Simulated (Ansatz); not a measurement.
**Y2Ti2O7 (Fd-3m): the LDA gap against the k mesh of the density**

How far can the k mesh of the density be lowered for the gap of Y2Ti2O7 (Fd-3m)?

Main program and level: Ansatz 0.2.0; DFT, LDA, plane waves, PAW.

### 1. The system as given

The structure is cubic, space group Fd-3m (No. 227). The conventional cell has a = 10.099 Å, b = 10.099 Å, c = 10.099 Å, α = 90.00°, β = 90.00°, γ = 90.00°. Y has 8 O at 2.19 to 2.48 Å nearest. Nearest to Ti lie 6 O at 1.96 Å. Nearest to O lie 2 Ti at 1.96 Å and 2 Y at 2.48 Å. O has 4 Y at 2.19 Å nearest. Farther neighbours, and contacts between anions beyond the nearest, are not listed.

Geometry: measured cell, ions relaxed with LDA. The runs that relaxed it are not among those shown. The default PAW set here is soft_2. Its files were made with PBE.

### 2. k mesh of the density: 2×2×2

Input file input.yaml:

```yaml
crystal:
  lattice:
    - [0.0, 5.0493, 5.0493]
    - [5.0493, 0.0, 5.0493]
    - [5.0493, 5.0493, 0.0]
  atoms:
    - { symbol: "Y", position: [0.125, 0.125, 0.125] }
    - { symbol: "Y", position: [0.625, 0.125, 0.125] }
    - { symbol: "Y", position: [0.125, 0.125, 0.625] }
    - { symbol: "Y", position: [0.125, 0.625, 0.125] }
    - { symbol: Ti, position: [0.625, 0.625, 0.625] }
    - { symbol: Ti, position: [0.125, 0.625, 0.625] }
    - { symbol: Ti, position: [0.625, 0.625, 0.125] }
    - { symbol: Ti, position: [0.625, 0.125, 0.625] }
    - { symbol: O, position: [0.5454541437, 0.9545458563, 0.9545458563] }
    - { symbol: O, position: [0.7045458563, 0.2954541437, 0.7045458563] }
    - { symbol: O, position: [0.9545458563, 0.5454541437, 0.5454541437] }
    - { symbol: O, position: [0.2954541437, 0.7045458563, 0.2954541437] }
    - { symbol: O, position: [0.9545458563, 0.5454541437, 0.9545458563] }
    - { symbol: O, position: [0.7045458563, 0.7045458563, 0.2954541437] }
    - { symbol: O, position: [0.5454541437, 0.9545458563, 0.5454541437] }
    - { symbol: O, position: [0.2954541437, 0.2954541437, 0.7045458563] }
    - { symbol: O, position: [0.7045458563, 0.2954541437, 0.2954541437] }
    - { symbol: O, position: [0.9545458563, 0.9545458563, 0.5454541437] }
    - { symbol: O, position: [0.2954541437, 0.7045458563, 0.7045458563] }
    - { symbol: O, position: [0.5454541437, 0.5454541437, 0.9545458563] }
    - { symbol: O, position: [0.0, 0.0, 0.0] }
    - { symbol: O, position: [0.25, 0.25, 0.25] }
kpoints:
  mp_grid: { grid: [2, 2, 2] }
  band_path:
    path:
      - [0.0, 0.0, 0.0]
      - [0.5, 0.0, 0.5]
      - [0.625, 0.25, 0.625]
      - [0.375, 0.375, 0.75]
      - [0.5, 0.5, 0.5]
      - [0.5, 0.25, 0.75]
    npoints: 1
hamiltonian:
  xc: lda
scf:
  occupations: { method: fixed }
  n_extra_bands: 11
output:
  eigenvalues: true
```

The run is started by

```sh
> ansatz run input.yaml --threads 24 --pin off --max-ram 82944MiB --backend cuda --events-out ev --progress --plain --runs-dir out --devices 1 --max-vram 78GiB
```

The program printed:

```text
scf.n_extra_bands = 11 over 88 filled bands (N_el = 176.0): the run solves 99 bands
GPUs: using 1 of 1 available (devices: 1).
Engine: ansatz 0.2.0, aarch64-unknown-linux-gnu
Pseudopotentials: kind: paw
Pseudopotential: Y, paw, valence charge 11, recommended cutoff 420 eV (normal), Y.paw.azcp
Pseudopotential: Ti, paw, valence charge 12, recommended cutoff 420 eV (normal), Ti.paw.azcp
Pseudopotential: O, paw, valence charge 6, recommended cutoff 420 eV (normal), O.paw.azcp
Functional definition: SPW92
  exchange = slater_x
  correlation = pw_c
device memory: the entry about to start is reckoned to put 5.8 GiB on a device that reports 176.9 GiB free (of which the cap on the GPU budget leaves the run 78.0 GiB)
GPU FFT provider: cuFFT
GPU libraries: cuBLAS 13.8.1, cuFFT 12.4.0, cuSOLVER 12.3.2
GPU matrix products: emulated (plane waves: as basis.precision tells), large ones in fixed point in workspaces of 1.00 GiB
Crystal: 22 atoms, lattice volume = 257.468 Å³
Basis set: ecut = 420 eV, 5029 PW (Γ)
Bands: 99, of which v1, the nominal top of the filled ones, is band 88 counted from 1 (87 counted from 0)
Symmetry: 48 space group operations
Space group: Fd-3m (ITA 227), of the structure as read, at distance tolerance 6.4e-5 Å
k-points: 3 of 8
Non-local potential: Y, projectors of the file, l = 0: 3, l = 1: 2, l = 2: 2, l = 3: 1
Non-local potential: Ti, projectors of the file, l = 0: 3, l = 1: 2, l = 2: 3, l = 3: 1
Non-local potential: O, projectors of the file, l = 0: 2, l = 1: 2, l = 2: 1
PAW form: soft (Blöchl's): semilocal exchange-correlation on the pseudo side does not see the compensation charge
PAW frozen core: Y, regenerated for the run's functional, and the local potential with it (the file was generated under x = pbe(κ = 0.804, μ = 0.219515), c = pbe(β = 0.066725))
PAW frozen core: Ti, regenerated for the run's functional, and the local potential with it (the file was generated under x = pbe(κ = 0.804, μ = 0.219515), c = pbe(β = 0.066725))
PAW frozen core: O, regenerated for the run's functional, and the local potential with it (the file was generated under x = pbe(κ = 0.804, μ = 0.219515), c = pbe(β = 0.066725))
PAW one-centre angular grid: Y, 590 points (default); XC on 64 Gauss nodes
PAW one-centre angular grid: Ti, 590 points (default); XC on 64 Gauss nodes
PAW one-centre angular grid: O, 110 points (default); XC on 64 Gauss nodes
Initial density: superposition of atomic densities (neutral atoms: chi_scale 0, normalization atom), corrected by the library's trained network
Initial wavefunctions: pseudopotential atomic-orbital guess
GPU buffer pool allocated for 110592 grid points (all kernels)
GPU transforms: local potential and band sums: pruned to the plane-wave sphere, on 45×48×48
Functional: x = slater, c = lda
SCF iter   1: F=—  HF=-32598.058730 eV  |F-HF|=—  |Δ(HF+E_count)|=         —  Δρ=1.77e-2  dr2=7.14e-1  ethr=1.77e-3  ⟨swp⟩=3.7  Hψ=1043  notcnv=0  defer=12
preconditioner: auto → Resta (q_TF=auto, 2.561 Å⁻¹)  ε∞=6.4  [insulator: Δε(μ)=2.609 eV  Ē_g=11.635 eV  n_scr=64 (ndim 8)  ℏωp=27.0 eV  f_vac=0.019  ε∞_Penn≈6.4]
SCF iter   2: F=—  HF=-32597.909281 eV  |F-HF|=—  |Δ(HF+E_count)|=   1.49e-1  Δρ=7.42e-3  dr2=1.07e-1  ethr=4.06e-4  ⟨swp⟩=2.0  Hψ=527  notcnv=0  defer=27
SCF iter   3: F=—  HF=-32597.889276 eV  |F-HF|=—  |Δ(HF+E_count)|=   2.00e-2  Δρ=2.86e-3  dr2=1.57e-2  ethr=6.06e-5  ⟨swp⟩=2.3  Hψ=429  notcnv=0  defer=24
SCF iter   4: F=—  HF=-32597.886370 eV  |F-HF|=—  |Δ(HF+E_count)|=   2.91e-3  Δρ=1.16e-3  dr2=2.95e-3  ethr=8.90e-6  ⟨swp⟩=2.0  Hψ=410  notcnv=0  defer=27
SCF iter   5: F=—  HF=-32597.886056 eV  |F-HF|=—  |Δ(HF+E_count)|=   3.15e-4  Δρ=3.77e-4  dr2=3.48e-4  ethr=1.68e-6  ⟨swp⟩=2.0  Hψ=457  notcnv=0  defer=27
SCF iter   6: F=—  HF=-32597.884936 eV  |F-HF|=—  |Δ(HF+E_count)|=   1.12e-3  Δρ=1.09e-4  dr2=3.30e-5  ethr=1.98e-7  ⟨swp⟩=2.0  Hψ=429  notcnv=0  defer=5
SCF iter   7: F=—  HF=-32597.885712 eV  |F-HF|=—  |Δ(HF+E_count)|=   7.76e-4  Δρ=1.55e-5  dr2=5.13e-7  ethr=1.87e-8  ⟨swp⟩=2.0  Hψ=398  notcnv=0  defer=5
SCF iter   8: F=-32597.885712 eV  HF=-32597.885712 eV  |F-HF|=4.80e-10  |Δ(HF+E_count)|=   2.62e-7  Δρ=2.90e-6  dr2=2.01e-8  ethr=5.68e-11  ⟨swp⟩=8.7  Hψ=791  notcnv=0
SCF 1 converged in 8 iterations: F = -32597.885712 eV  dr2 = 2.01e-8
[...]
device memory: the entry about to start is reckoned to put 7.9 GiB on a device that reports 172.2 GiB free (of which the cap on the GPU budget leaves the run 78.0 GiB)
NSCF: frozen V_eff on 6 k-points
SCF converged after 8 iterations
Free energy (F): -32597.885712 eV
Harris-Foulkes:  -32597.885712 eV  (|F-HF|=4.80e-10)
Internal energy: -32597.885712 eV  (E = F + TS)
E sigma→0 (E₀):  -32597.885712 eV
Fermi energy:    9.262101 eV
--- Per-component energies (eV) ---
  E_band       = -1042.927030
  E_kinetic    = 4755.632630
  E_local      = -10174.804287  (includes V_loc(G=0)·N_el)
  E_nonlocal   = 934.419851
  E_hartree    = 3726.386589
  E_xc         = -2101.450560
  E_vxc        = -2602.939780  (∫ρ·V_xc dr)
  E_paw        = -16940.479528  (= ΣΔE_a)
  E_vpaw       = -1408.050525  (= ΣTr[D̂ρ^β])
  E_aug_tail   = 0.036121  (compensation charges beyond the density's cutoff)
  E_ewald      = -12801.605573
  E_core_change = 3.979045  (= ΣΔE_core)
  E_smearing   = -0.000000  (= −TS)
  E_closure    = -0.000000  (closes the sum)
  Σ components = -32597.885712   (vs F -32597.885712, Δ=0.00e0)
--- Band table (eV) ---
  k-point 0: bands = [... 84 lower, 8.4275, 9.2511, 9.2511, 9.2511, 12.0438, 12.0438, 12.2163, 12.2475, ... 7 higher]
  k-point 1: bands = [... 84 lower, 8.7887, 8.7887, 8.8910, 8.8910, 12.2553, 12.2553, 12.3893, 12.4283, ... 7 higher]
  k-point 2: bands = [... 84 lower, 8.6950, 8.6950, 9.2621, 9.2621, 12.4269, 12.4269, 12.5238, 12.5238, ... 7 higher]
```

Run time: 1 s. Hardware: 1 × NVIDIA GB200 (shared by 2 runs) with 24 threads of Arm Neoverse V2, shared host; peak memory 1.1 GiB; 2.2 s of CPU time.

In the SCF lines HF is the Harris–Foulkes energy and dr2 the Hartree energy of the density residual, in eV; the loop may stop once dr2 is under the threshold and the program's other checks hold. Hψ counts applications of the Hamiltonian.

Numbers from this step:

* gap: 2.782 eV
* valence top at: X
* conduction bottom at: Γ
* least direct gap: 2.793 eV

The gap is indirect, with the least direct gap 0.011 eV higher.

### 3. k mesh of the density: 4×4×4 (the default)

Edit input.yaml of step 2 so:

```diff
@@ -29,12 +29,8 @@
 kpoints:
-  mp_grid: { grid: [2, 2, 2] }
+  mp_grid: { grid: [4, 4, 4] }
   band_path:
     path:
-      - [0.0, 0.0, 0.0]
-      - [0.5, 0.0, 0.5]
-      - [0.625, 0.25, 0.625]
-      - [0.375, 0.375, 0.75]
-      - [0.5, 0.5, 0.5]
-      - [0.5, 0.25, 0.75]
-    npoints: 1
+      - [[0.0, 0.0, 0.0], [0.5, 0.0, 0.5], [0.625, 0.25, 0.625]]
+      - [[0.375, 0.375, 0.75], [0.0, 0.0, 0.0], [0.5, 0.5, 0.5], [0.5, 0.25, 0.75], [0.5, 0.0, 0.5]]
+    npoints: 10
 hamiltonian:
@@ -42,3 +38,3 @@
 scf:
-  occupations: { method: fixed }
+  occupations: { method: fermi_dirac, width: 0.02 }
   n_extra_bands: 11
```

The program printed:

```text
[...]
GPUs: using 1 of 1 available (devices: 1).
[...]
GPU FFT provider: cuFFT
GPU libraries: cuBLAS 13.8.1, cuFFT 12.4.0, cuSOLVER 12.3.2
[...]
Crystal: 22 atoms, lattice volume = 257.468 Å³
Basis set: ecut = 420 eV, 5029 PW (Γ)
Bands: 99, of which v1, the nominal top of the filled ones, is band 88 counted from 1 (87 counted from 0)
[... 1 set-up line as in the run before ...]
[...]
--- Band table (eV; the first three rows and the last of 8) ---
  k-point 0: bands = [... 84 lower, 8.4218, 9.2444, 9.2444, 9.2444, 12.0530, 12.0530, 12.2226, 12.2572, ... 7 higher]
  k-point 1: bands = [... 84 lower, 8.6204, 8.7632, 9.0279, 9.0279, 12.2196, 12.2196, 12.3477, 12.4255, ... 7 higher]
  k-point 2: bands = [... 84 lower, 8.7836, 8.7836, 8.8848, 8.8848, 12.2643, 12.2643, 12.3974, 12.4354, ... 7 higher]
  k-point 7: bands = [... 84 lower, 8.7398, 8.7398, 9.0315, 9.0315, 12.3350, 12.3350, 12.5135, 12.5135, ... 7 higher]
[key lines of the parts left out:]
SCF converged after 8 iterations
Free energy (F): -32597.955783 eV
Fermi energy:    10.667969 eV
```

It took 1.9 s on 1 × NVIDIA GB200 (shared by 2 runs) with 24 threads; peak memory 1.1 GiB.

Numbers from this step:

```
gap                  : 2.797 eV
valence top at       : X
conduction bottom at : Γ
least direct gap     : 2.809 eV
```

The gap is 2.797 eV, +0.015 eV from the run before at this level.

### 4. k mesh of the density: 6×6×6

Edit input.yaml of step 3 so:

```diff
@@ -29,8 +29,12 @@
 kpoints:
-  mp_grid: { grid: [4, 4, 4] }
+  mp_grid: { grid: [6, 6, 6] }
   band_path:
     path:
-      - [[0.0, 0.0, 0.0], [0.5, 0.0, 0.5], [0.625, 0.25, 0.625]]
-      - [[0.375, 0.375, 0.75], [0.0, 0.0, 0.0], [0.5, 0.5, 0.5], [0.5, 0.25, 0.75], [0.5, 0.0, 0.5]]
-    npoints: 10
+      - [0.0, 0.0, 0.0]
+      - [0.5, 0.0, 0.5]
+      - [0.625, 0.25, 0.625]
+      - [0.375, 0.375, 0.75]
+      - [0.5, 0.5, 0.5]
+      - [0.5, 0.25, 0.75]
+    npoints: 1
 hamiltonian:
@@ -38,3 +42,3 @@
 scf:
-  occupations: { method: fermi_dirac, width: 0.02 }
+  occupations: { method: fixed }
   n_extra_bands: 11
```

The program printed:

```text
[...]
GPUs: using 1 of 1 available (devices: 1).
[...]
GPU FFT provider: cuFFT
GPU libraries: cuBLAS 13.8.1, cuFFT 12.4.0, cuSOLVER 12.3.2
[...]
Crystal: 22 atoms, lattice volume = 257.468 Å³
Basis set: ecut = 420 eV, 5029 PW (Γ)
Bands: 99, of which v1, the nominal top of the filled ones, is band 88 counted from 1 (87 counted from 0)
[... 1 set-up line as in the run before ...]
[...]
--- Band table (eV; the first three rows and the last of 16) ---
  k-point 0: bands = [... 84 lower, 8.4217, 9.2443, 9.2443, 9.2443, 12.0531, 12.0531, 12.2227, 12.2573, ... 7 higher]
  k-point 1: bands = [... 84 lower, 8.5123, 8.9870, 9.1278, 9.1278, 12.1616, 12.1616, 12.2924, 12.3301, ... 7 higher]
  k-point 2: bands = [... 84 lower, 8.7231, 8.7231, 8.9442, 8.9442, 12.2483, 12.2483, 12.3946, 12.4336, ... 7 higher]
  k-point 15: bands = [... 84 lower, 8.6384, 8.6384, 9.1155, 9.1155, 12.3687, 12.3687, 12.4877, 12.4877, ... 7 higher]
[key lines of the parts left out:]
SCF converged after 8 iterations
Free energy (F): -32597.955138 eV
Fermi energy:    9.255903 eV
```

Wall time 1.4 s (1 × NVIDIA GB200 (shared by 2 runs) with 24 threads); peak memory 1 GiB; 4.1 s of CPU time.

Read from the output:

* gap: 2.797 eV
* valence top at: X
* conduction bottom at: Γ
* least direct gap: 2.809 eV

The gap is 2.797 eV, as in the run before at this level.

### 5. The series

Differences are against the last row; a negative gap means that bands overlap, and a run with a band path holds that path's time. Times are wall times on 1 × NVIDIA GB200 (shared by 2 runs) with 24 threads of Arm Neoverse V2, shared host, good to a factor of about two.

```
k mesh of the density  gap (eV)  direct gap (eV)  gap error (eV)  energy error (meV/atom)  irreducible k   time
                2×2×2     2.782            2.793          −0.015                     +3.2              3    1 s
                4×4×4     2.797            2.809         −0.0001                     +0.0              8  1.9 s
                6×6×6     2.797            2.809          +0.000                     +0.0             16  1.4 s
```

### 6. Outcome

```yaml
2x2x2: 2.782 eV
4x4x4: 2.797 eV
6x6x6: 2.797 eV
```

**Reading.** The gap holds to 0.02 eV from 2×2×2 on, the cheapest setting tried. At 2×2×2 the gap is off by −0.015 eV and the energy by +3 meV/atom. The gap is read over the mesh and added points near the edges, so meshes differ mainly through the density and, for a hybrid, the exchange operator.

[Long decimals in the printed logs are rounded to 6 places.]

[Logs are printed without paths, hosts, clocks, repeated set-up lines and the standing remarks that a program may print on its own settings, such as how far it seeks lower states.]

[Paths, hosts, dates, memory and timing lines, banners, echoed tables and standing remarks are left out of the program output; an Ansatz launch command may be rebuilt from the run's recorded settings. Measured values are a selection of at most five: reports struck by readers or far from the other reports are left out. None is set beside runs whose start may be inverted or whose files or cutoffs have a known fault.]

[Runs of the session that timed out or met a known fault of the program may be left out.]

[Cells called generated may have been cut or substituted from an entry of the Crystallography Open Database or the Materials Project.]

[Hosts, paths, dates, database ids (printed as entryN), source tags and the programs' standing remarks are cut or masked in the printed files.]

[Where the starting crystal was built by hand or by swapping elements, it need not be the compound's stable phase.]
